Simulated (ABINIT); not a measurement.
# CsHgH3 (Pm-3m): phonons by linear response, part 4 of 4

How does CsHgH3 (Pm-3m) vibrate, and is this structure a minimum?

ABINIT 10.8.3; DFT LDA, scalar-relativistic, plane waves, PseudoDojo norm-conserving pseudopotentials.

So far. Step 7 (Zone-centre response): The acoustic modes at Γ come out as far as 0.7 cm⁻¹ from zero, where they should vanish, a small numerical error. Step 8 (Modes with the sum rule): The rule moves no optical mode by more than 0.1 cm⁻¹. The relaxed cell has a = 4.168 Å (conventional setting).

The structure was built from a prototype and need not be the compound's stable phase.

**10. Interpolated phonon bands**

anaddb transforms the dynamical matrices to force constants and back along the path; points of the mesh come back as solved, but for the sum rule and, in polar crystals, the LO-TO term at Γ; the rest is interpolation.

File anaddb.abi:

```
ddb_filepath "all_DDB"
output_file "anaddb.abo"
outdata_prefix "anaddb"
ifcflag 1
ngqpt 2 2 2
nqshft 1
q1shft 0.0 0.0 0.0
asr 1
chneut 0
dipdip 0
dipquad 0
quadquad 0
enunit 0
eivec 0
nph1l 62
qph1l 
    0.0 0.0 0.0 1.0
    0.0 0.05 0.0 1.0
    0.0 0.1 0.0 1.0
    0.0 0.15 0.0 1.0
    0.0 0.2 0.0 1.0
    0.0 0.25 0.0 1.0
    0.0 0.3 0.0 1.0
    0.0 0.35 0.0 1.0
    0.0 0.4 0.0 1.0
    0.0 0.45 0.0 1.0
    0.0 0.5 0.0 1.0
    0.05 0.5 0.0 1.0
    0.1 0.5 0.0 1.0
    0.15 0.5 0.0 1.0
    0.2 0.5 0.0 1.0
    0.25 0.5 0.0 1.0
    0.3 0.5 0.0 1.0
    0.35 0.5 0.0 1.0
    0.4 0.5 0.0 1.0
    0.45 0.5 0.0 1.0
    0.5 0.5 0.0 1.0
    0.45 0.45 0.0 1.0
    0.4 0.4 0.0 1.0
    0.35 0.35 0.0 1.0
    0.3 0.3 0.0 1.0
    0.25 0.25 0.0 1.0
    0.2 0.2 0.0 1.0
    0.15 0.15 0.0 1.0
    0.1 0.1 0.0 1.0
    0.05 0.05 0.0 1.0
    0.0 0.0 0.0 1.0
    0.05 0.05 0.05 1.0
    0.1 0.1 0.1 1.0
    0.15 0.15 0.15 1.0
    0.2 0.2 0.2 1.0
    0.25 0.25 0.25 1.0
    0.3 0.3 0.3 1.0
    0.35 0.35 0.35 1.0
    0.4 0.4 0.4 1.0
    0.45 0.45 0.45 1.0
    0.5 0.5 0.5 1.0
    0.45 0.5 0.45 1.0
    0.4 0.5 0.4 1.0
    0.35 0.5 0.35 1.0
    0.3 0.5 0.3 1.0
    0.25 0.5 0.25 1.0
    0.2 0.5 0.2 1.0
    0.15 0.5 0.15 1.0
    0.1 0.5 0.1 1.0
    0.05 0.5 0.05 1.0
    0.0 0.5 0.0 1.0
    0.5 0.5 0.5 1.0
    0.5 0.5 0.45 1.0
    0.5 0.5 0.4 1.0
    0.5 0.5 0.35 1.0
    0.5 0.5 0.3 1.0
    0.5 0.5 0.25 1.0
    0.5 0.5 0.2 1.0
    0.5 0.5 0.15 1.0
    0.5 0.5 0.1 1.0
    0.5 0.5 0.05 1.0
    0.5 0.5 0.0 1.0
```

File mrgddb.in:

```
all_DDB
merged
4
dfpt_gammao_DDB
dfpt_qo_DS1_DDB
dfpt_qo_DS2_DDB
dfpt_qo_DS3_DDB
```

Run with:

```bash
$ mrgddb < mrgddb.in > mrgddb.log
$ OMP_NUM_THREADS=1 anaddb anaddb.abi > anaddb.log
```

anaddb.abo, the main output file:

```text
[banners, grids, parts of the stress and lines that vanish by symmetry left out]
-outvars_anaddb: echo values of input variables ----------------------

 Flags :
[...]
Phonon wavevector (reduced coordinates) :  0.00000  0.00000  0.00000
 Phonon energies in Hartree :
[...]
Phonon frequencies in cm-1    :
-  0.000000E+00  0.000000E+00  0.000000E+00  8.796624E+01  8.796624E+01
-  8.796624E+01  5.637474E+02  5.637474E+02  5.637474E+02  7.314641E+02
-  7.314641E+02  7.314641E+02  9.050721E+02  9.050721E+02  9.050721E+02
[...]
Phonon wavevector (reduced coordinates) :  0.00000  0.05000  0.00000
 Phonon energies in Hartree :
[...]
Phonon frequencies in cm-1    :
-  8.948890E+00  8.948890E+00  9.980197E+00  8.789786E+01  8.789786E+01
-  8.841839E+01  5.584707E+02  5.652140E+02  5.652140E+02  7.315240E+02
-  7.315240E+02  7.326700E+02  8.978155E+02  9.043522E+02  9.043522E+02
[...]
Phonon wavevector (reduced coordinates) :  0.00000  0.10000  0.00000
 Phonon energies in Hartree :
[...]
Phonon frequencies in cm-1    :
-  1.763862E+01  1.763862E+01  1.958324E+01  8.769179E+01  8.769179E+01
-  8.965052E+01  5.397836E+02  5.695283E+02  5.695283E+02  7.316383E+02
-  7.316383E+02  7.361585E+02  8.783281E+02  9.022590E+02  9.022590E+02
[...]
Phonon wavevector (reduced coordinates) :  0.00000  0.15000  0.00000
 Phonon energies in Hartree :
[...]
Phonon frequencies in cm-1    :
-  2.583389E+01  2.583389E+01  2.824018E+01  8.734634E+01  8.734634E+01
-  9.133939E+01  4.988559E+02  5.764369E+02  5.764369E+02  7.316212E+02
-  7.316212E+02  7.415592E+02  8.533217E+02  8.989900E+02  8.989900E+02
[...]
Phonon wavevector (reduced coordinates) :  0.00000  0.20000  0.00000
 Phonon energies in Hartree :
[...]
Phonon frequencies in cm-1    :
-  3.333983E+01  3.333983E+01  3.443406E+01  8.686231E+01  8.686231E+01
-  9.307513E+01  4.212195E+02  5.855262E+02  5.855262E+02  7.311969E+02
[...]
Phonon wavevector (reduced coordinates) :  0.00000  0.25000  0.00000
 Phonon energies in Hartree :
[...]
Phonon frequencies in cm-1    :
[...]
Phonon wavevector (reduced coordinates) :  0.00000  0.30000  0.00000
 Phonon energies in Hartree :
[...]
Phonon frequencies in cm-1    :
[...]
Phonon wavevector (reduced coordinates) :  0.00000  0.35000  0.00000
 Phonon energies in Hartree :
[...]
Phonon frequencies in cm-1    :
[...]
Phonon wavevector (reduced coordinates) :  0.00000  0.40000  0.00000
 Phonon energies in Hartree :
[...]
Phonon frequencies in cm-1    :
[...]
Phonon wavevector (reduced coordinates) :  0.00000  0.45000  0.00000
 Phonon energies in Hartree :
[...]
Phonon frequencies in cm-1    :
[...]
Phonon wavevector (reduced coordinates) :  0.00000  0.50000  0.00000
 Phonon energies in Hartree :
[...]
Phonon frequencies in cm-1    :
[...]
Phonon wavevector (reduced coordinates) :  0.05000  0.50000  0.00000
 Phonon energies in Hartree :
[...]
Phonon frequencies in cm-1    :
[...]
Phonon wavevector (reduced coordinates) :  0.10000  0.50000  0.00000
 Phonon energies in Hartree :
[...]
Phonon frequencies in cm-1    :
[...]
Phonon wavevector (reduced coordinates) :  0.15000  0.50000  0.00000
 Phonon energies in Hartree :
[...]
Phonon frequencies in cm-1    :
[...]
Phonon wavevector (reduced coordinates) :  0.25000  0.25000  0.25000
 Phonon energies in Hartree :
[...]
Phonon frequencies in cm-1    :
[...]
-  7.371125E+02  7.371125E+02  7.854403E+02  7.854403E+02  8.247532E+02
  Phonon wavevector (reduced coordinates) :  0.30000  0.30000  0.30000
 Phonon energies in Hartree :
[...]
Phonon frequencies in cm-1    :
- -4.186233E+02 -4.186233E+02  6.458837E+01  6.834175E+01  6.834175E+01
-  9.820574E+01  9.820574E+01  1.022596E+02  5.862761E+02  7.060619E+02
-  7.195355E+02  7.195355E+02  7.857945E+02  7.857945E+02  8.076079E+02
  Phonon wavevector (reduced coordinates) :  0.35000  0.35000  0.35000
 Phonon energies in Hartree :
[...]
Phonon frequencies in cm-1    :
- -5.797963E+02 -5.797963E+02  6.705610E+01  7.373065E+01  7.373065E+01
-  9.807016E+01  9.807016E+01  1.046457E+02  5.580571E+02  6.946086E+02
[...]
Phonon wavevector (reduced coordinates) :  0.40000  0.40000  0.40000
 Phonon energies in Hartree :
[...]
Phonon frequencies in cm-1    :
[...]
Phonon wavevector (reduced coordinates) :  0.45000  0.45000  0.45000
 Phonon energies in Hartree :
[...]
Phonon frequencies in cm-1    :
[...]
Phonon wavevector (reduced coordinates) :  0.50000  0.50000  0.50000
 Phonon energies in Hartree :
[...]
Phonon frequencies in cm-1    :
[...]
Phonon wavevector (reduced coordinates) :  0.50000  0.50000  0.05000
 Phonon energies in Hartree :
[...]
Phonon frequencies in cm-1    :
[...]
Phonon wavevector (reduced coordinates) :  0.50000  0.50000  0.00000
 Phonon energies in Hartree :
[...]
Phonon frequencies in cm-1    :
[...]
-  8.466208E+01  1.140091E+02  1.140091E+02  6.945800E+02  7.446119E+02
-  7.446119E+02  7.635539E+02  7.725601E+02  7.725601E+02  8.160386E+02
-
```

Wall time 0.55 s (1 thread of Arm Neoverse V1, shared host).

This step gave:

* lowest frequency on the path: -769.7 cm⁻¹

Anaddb. Phonon branches along the path, in cm⁻¹:

```
    point  branch 1  branch 2  branch 3  branch 4  branch 12  branch 13  branch 14  branch 15
        Γ         0         0         0        88        732        905        905        905
  halfway        26        40        40        86        756        819        890        890
        X      -559        57        57        83        779        820        876        876
  halfway      -597        55        58        64        781        789        811        840
        M      -726        30        55        55        764        773        773        816
  halfway      -160        50        72        85        767        791        821        867
        Γ         0         0         0        88        732        905        905        905
  halfway      -129      -129        66        96        737        785        785        825
        R      -770      -770        90        90        673        784        784        784
  halfway      -630       -76        58        66        734        787        797        800
        X      -559        57        57        83        779        820        876        876
jump to R      -770      -770        90        90        673        784        784        784
  halfway      -748      -479        68        68        705        783        783        800
        M      -726        30        55        55        764        773        773        816
```

The path dips to 770i cm⁻¹.

**11. Density of states**

Sums over the zone need many more wavevectors than were solved, so the interpolation is sampled on a dense mesh.

File anaddb.abi:

```
ddb_filepath "all_DDB"
output_file "anaddb.abo"
outdata_prefix "anaddb"
ifcflag 1
ngqpt 2 2 2
nqshft 1
q1shft 0.0 0.0 0.0
asr 1
chneut 0
dipdip 0
dipquad 0
quadquad 0
prtdos 2
ng2qpt 11 11 11
dosdeltae 4.5563e-06
ntemper 11
temperinc 100.0
tempermin 0.0
```

Run with:

```bash
$ OMP_NUM_THREADS=1 anaddb anaddb.abi > anaddb.log
```

anaddb.abo, the main output file:

```text
-outvars_anaddb: echo values of input variables ----------------------

 Flags :
     ifcflag         1
 Miscellaneous information :
         asr         1
      chneut         0
 Interatomic Force Constants Inputs :
      dipdip         0
     dipquad         0
    quadquad         0
      ifcana         0
      ifcout         0
 Description of grid 1 :
        brav         1
       ngqpt         2         2         2
      nqshft         1
      q1shft
                     0.00000000E+00  0.00000000E+00  0.00000000E+00
 Phonon DOS information :
   dosdeltae  4.55630000E-06
    dossmear  4.55633525E-06
 Description of grid 2 (Fourier interp. or BZ sampling):
      ng2qpt        11        11        11
      ngrids         4
      q2shft         0.00000000E+00  0.00000000E+00  0.00000000E+00

================================================================================

 read the DDB information and perform some checks

  ==== Info on the Cryst% object ====
 Real(R)+Recip(G) space primitive vectors, cartesian coordinates (Bohr,Bohr^-1):
 R(1)=  7.8757108  0.0000000  0.0000000  G(1)=  0.1269727  0.0000000  0.0000000
 R(2)=  0.0000000  7.8757108  0.0000000  G(2)=  0.0000000  0.1269727  0.0000000
 R(3)=  0.0000000  0.0000000  7.8757108  G(3)=  0.0000000  0.0000000  0.1269727
 Unit cell volume ucvol=  4.8850530E+02 bohr^3
 Angles (23,13,12)=  9.00000000E+01  9.00000000E+01  9.00000000E+01 degrees
 Time-reversal symmetry is present
 Reduced atomic positions [iatom, xred, symbol]:
    1)    0.0000000  0.0000000  0.0000000  Cs
    2)    0.5000000  0.5000000  0.5000000  Hg
    3)    0.5000000  0.5000000  0.0000000   H
    4)    0.5000000  0.0000000  0.5000000   H
    5)    0.0000000  0.5000000  0.5000000   H

 DDB file with 4 blocks has been read.

================================================================================

 Calculation of the interatomic forces

       Homogeneous q point set in the B.Z.
 Grid q points  :        8
  1)   0.00000000E+00  0.00000000E+00  0.00000000E+00
  2)   5.00000000E-01  0.00000000E+00  0.00000000E+00
  3)   0.00000000E+00  5.00000000E-01  0.00000000E+00
  4)   5.00000000E-01  5.00000000E-01  0.00000000E+00
  5)   0.00000000E+00  0.00000000E+00  5.00000000E-01
  6)   5.00000000E-01  0.00000000E+00  5.00000000E-01
  7)   0.00000000E+00  5.00000000E-01  5.00000000E-01
  8)   5.00000000E-01  5.00000000E-01  5.00000000E-01

 The interatomic forces have been obtained

================================================================================

 Calculation of phonon density of states

 Average speed of sound partial sums:     0.9212982151E-03 (at units)
-                                   =           2.0155 [km/s]

 Debye frequency from partial sums:     0.4559607514E-03 (Ha)
-                                 =     0.3000077624E+01 (THz)
-Debye temperature from partial sums:     0.1439810176E+03 (K)

 Average speed of sound:     0.5409596444E-04 (at units)
-                      =           0.1183 [km/s]

 Debye frequency from DOS:     0.2677269552E-04 (Ha)
-                        =     0.1761558742E+00 (THz)
-Debye temperature from DOS:     0.8454148592E+01 (K)

-
```

The job ended after 1.7 s (1 thread).

Numbers from this step:

```
share of modes beyond 3i cm⁻¹ on the dense interpolated mesh : 0.0831
```

The phonon density of states has structure finer than the step of the table below, so its rows give means over 50 cm⁻¹, whole bins alone (the curve runs from -800 to 927 cm⁻¹). Peaks (cm⁻¹: height): 58.2: 0.110, 102.2: 0.0992, 729.2: 0.0631, 784.2: 0.0711.

Tetrahedra. Phonon density of states against wavenumber; means over each step:

```
wavenumber (cm⁻¹)  phonon density of states (1/cm⁻¹/cell)
             -750                                  7.1e-4
             -700                                 0.00229
             -650                                 0.00261
             -600                                 0.00290
             -550                                 0.00324
             -500                                 0.00209
             -450                                 0.00159
             -400                                 0.00115
             -350                                 0.00106
             -300                                  1.0e-3
             -250                                  9.6e-4
             -200                                  9.5e-4
             -150                                  9.7e-4
             -100                                 0.00115
              -50                                 0.00153
                0                                 0.00281
               50                                  0.0489
              100                                  0.0640
              150                                 0.00238
              200                                 0.00161
              250                                 0.00144
              300                                 0.00141
              350                                 0.00148
              400                                 0.00170
              450                                 0.00207
              500                                 0.00264
              550                                 0.00499
              600                                 0.00964
              650                                 0.00908
              700                                  0.0296
              750                                  0.0304
              800                                  0.0441
              850                                  0.0141
              900                                 0.00330
```

**12. Summary of results**

```yaml
space_group_after_relaxation: Pm-3m
volume_per_atom: 14.5 Å³
highest_optical_zone_centre_mode_no_lo_to_term: 905.1 cm⁻¹
lowest_optical_zone_centre_mode: 88.0 cm⁻¹
q_mesh: 2×2×2
lowest_mode_on_the_q_mesh_acoustic_ones_at_the_zone_centre_apart: -769.7 cm⁻¹
imaginary_modes_on_the_q_mesh: yes
```

What this shows: CsHgH3 (Pm-3m) is unstable: a mode solved on the 2×2×2 mesh is imaginary, 770i cm⁻¹; its spectrum reaches 905 cm⁻¹. At the LDA level the optical modes of CsHgH3 (Pm-3m) at the zone centre run from 88 to 905 cm⁻¹. The most unstable solved mode lies at q = (0.5, 0.5, 0.5), on the zone boundary, so the distortion that it points to doubles the cell. These are harmonic frequencies at zero temperature: anharmonic shifts and linewidths and thermal expansion are left out. Spin-orbit coupling is left out, which can matter for the heavy elements here. In a metal the frequencies hang on the k mesh and the smearing, most of all near Kohn anomalies. The q mesh stands for a supercell only 8.3 Å across, so branches between the solved wavevectors are rough. The structure is a hypothetical one, built on a prototype.

[Host names and launcher messages were left out of these logs when they were recorded.]

[Logs are printed without paths, hosts, clocks, repeated set-up lines and the standing remarks that a program may print on its own settings, such as how far it seeks lower states.]

[Hosts, paths, dates, database ids (printed as entryN), source tags and the programs' standing remarks are cut or masked in the printed files.]
